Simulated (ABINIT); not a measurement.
Computed results, one entry a study.

Quasiparticle gap of BAs (F-43m) in ABINIT. Symmetry: F-43m, No. 216, cubic system. The conventional cell has a = 4.777 Å, b = 4.777 Å, c = 4.777 Å, α = 90.00°, β = 90.00°, γ = 90.00°. Nearest to B lie 4 As at 2.07 Å. Nearest to As lie 4 B at 2.07 Å. Farther neighbours, and contacts between anions beyond the nearest, are not listed. The calculation used RPA screening on PBE, plane waves, norm-conserving pseudopotentials (and 2 further levels or steps) in ABINIT 10.8.3, with cutoff 44 Ha, PseudoDojo scalar-relativistic 0.4 stringent, norm-conserving, potential set dojo-sr-pbe-0.4-stringent, ngkpt (4, 4, 4), nband 106, ecuteps 6.6 Ha, inclvkb 2, shiftk (0, 0, 0), symchi 1, awtr 1, frequency ppm, 4×4×4 k-mesh. The PBE gap is 1.21 eV, indirect and the G0W0 gap on the mesh is 1.95 eV. The G0W0 gap over the zone (rigid shift) is 1.70 eV and the GW settings are 4×4×4 mesh, 106 bands, screening to 179.6 eV, Godby-Needs plasmon pole. The known limits are short of the basis limit; no spin-orbit coupling; coarse k mesh. It took 5 runs, 62 s in all on 8 MPI ranks of Arm Neoverse V2, shared host. G0W0 moves the gap on the mesh from 1.45 eV to 1.95 eV (+0.50 eV), with Z of 0.81 and 0.82 at the edges. The mesh misses the band edges by 0.25 eV in all; a rigid shift gives 1.70 eV for the zone. The cell and positions come from the Crystallography Open Database and are kept as given unless a step says otherwise. Limits: no spin-orbit coupling. Local fields lower the RPA ε∞ on this mesh from 15.30 to 13.99; a Γ-centred mesh this coarse tends to raise both, most where the direct gap is narrow, while a short band sum lowers them. The 4×4×4 mesh is coarse for this cell, which bears on the long-range parts of exchange and screening.

[Paths, hosts, dates, memory and timing lines, banners, echoed tables and standing remarks are left out of the program output; an Ansatz launch command may be rebuilt from the run's recorded settings. Measured values are a selection of at most five: reports struck by readers or far from the other reports are left out. None is set beside runs whose start may be inverted or whose files or cutoffs have a known fault.]

[Runs of the session that timed out or met a known fault of the program may be left out.]

[Hosts, paths, dates, database ids (printed as entryN), source tags and the programs' standing remarks are cut or masked in the printed files.]

[G0W0 gaps are taken among the corrected bands and points alone; a level outside them can change the order at an edge.]

[Where Ansatz stands beside ABINIT at settings called matched, ABINIT's density can come from a denser mesh and the files from another edition; pairs whose starting gaps differed by over 0.03 eV were left out, so agreement reads better than it is.]
